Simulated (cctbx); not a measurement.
**Interatomic vectors of Cd2In**

Space group Pnma (no. 62), a = 6.4260 Å, b = 4.8060 Å, c = 8.7900 Å, α = 90.00°, β = 90.00°, γ = 90.00°, content In4 Cd8.

The data are simulated with cctbx, not measured: Cu Kα, λ = 1.54184 Å, to d = 0.8 Å, 95 % of the full sphere, strongest reflection 40000 counts, noise from counting, a 3 % proportional error and a noise floor of 2 counts (s.d.); no absorption.

Patterson synthesis, origin scaled to 1000:

```text
Patterson group P m m m
      u       v       w   height  length (A)
  0.000   0.000   0.000   1000.0     0.00
  0.291   0.500   0.127    313.8     3.24
  0.422   0.500   0.500    271.9     5.70
  0.208   0.500   0.208    249.7     3.30
  0.500   0.000   0.070    247.0     3.27
  0.000   0.500   0.500    237.7     5.01
  0.131   0.000   0.343    228.9     3.13
  0.500   0.000   0.279    162.0     4.04
  0.300   0.000   0.412    158.7     4.10
  0.369   0.000   0.271    153.7     3.36
  0.500   0.000   0.350    151.0     4.45
  0.146   0.500   0.500    150.7     5.10
  0.500   0.500   0.224    107.8     4.47
  0.041   0.500   0.410     77.8     4.34
```

Q: Assign the vectors.

A peak at u stands for all pairs with xi − xj = u, with weight Σ ZiZj against Σ Z² = 28036 at the origin. Peak heights follow these weights only roughly, since form factors, motion and series ripples differ, all vectors within 0.55 Å of a peak are counted as merged into it though the farther ones add only part of their weight, and F(000) is left out, which lowers the whole map:

| u | v | w | shortest length (Å) | height | 1000 ΣZiZj/ΣZ² | pairs in the cell |
| --- | --- | --- | --- | --- | --- | --- |
| 0.291 | 0.500 | 0.127 | 3.24 | 314 | 414 | 3 × Cd–Cd, 2 × In–Cd |
| 0.422 | 0.500 | 0.500 | 5.70 | 272 | 500 | 4 × In–Cd, 2 × Cd–Cd |
| 0.208 | 0.500 | 0.208 | 3.30 | 250 | 332 | 2 × In–Cd, 2 × Cd–Cd |
| 0.500 | 0.000 | 0.070 | 3.27 | 247 | 500 | 4 × In–Cd, 2 × Cd–Cd |
| 0.000 | 0.500 | 0.500 | 5.01 | 238 | 343 | 4 × In–In |
| 0.131 | 0.000 | 0.343 | 3.13 | 229 | 500 | 4 × In–Cd, 2 × Cd–Cd |
| 0.500 | 0.000 | 0.279 | 4.04 | 162 | 171 | 2 × In–In |
| 0.300 | 0.000 | 0.412 | 4.10 | 159 | 168 | 2 × In–Cd |
| 0.369 | 0.000 | 0.271 | 3.36 | 154 | 164 | 2 × Cd–Cd |
| 0.500 | 0.000 | 0.350 | 4.45 | 151 | 164 | 2 × Cd–Cd |

The table stops at ten peaks or at a height of 45, below which ripples compete. In the model behind the data In, the heaviest element, has 1 independent site: (0.7719, 3/4, 0.6131), up to an allowed shift of origin; the In–In vectors are differences of these positions and their symmetry mates. Elements of similar Z can't be told apart from the map alone. The whole model:

```
atom  mult.       x    y       z  Ueq (Å²)
 In1      4  0.7719  3/4  0.6131    0.0180
 Cd1      4  0.8358  3/4  0.9332    0.0218
 Cd2      4  0.9708  3/4  0.2985    0.0189
```

The model is made up (kin elements in a known structure type, no relaxation), so it says nothing on whether the phase exists.

[Logs are printed without paths, hosts, clocks, repeated set-up lines and the standing remarks that a program may print on its own settings, such as how far it seeks lower states.]
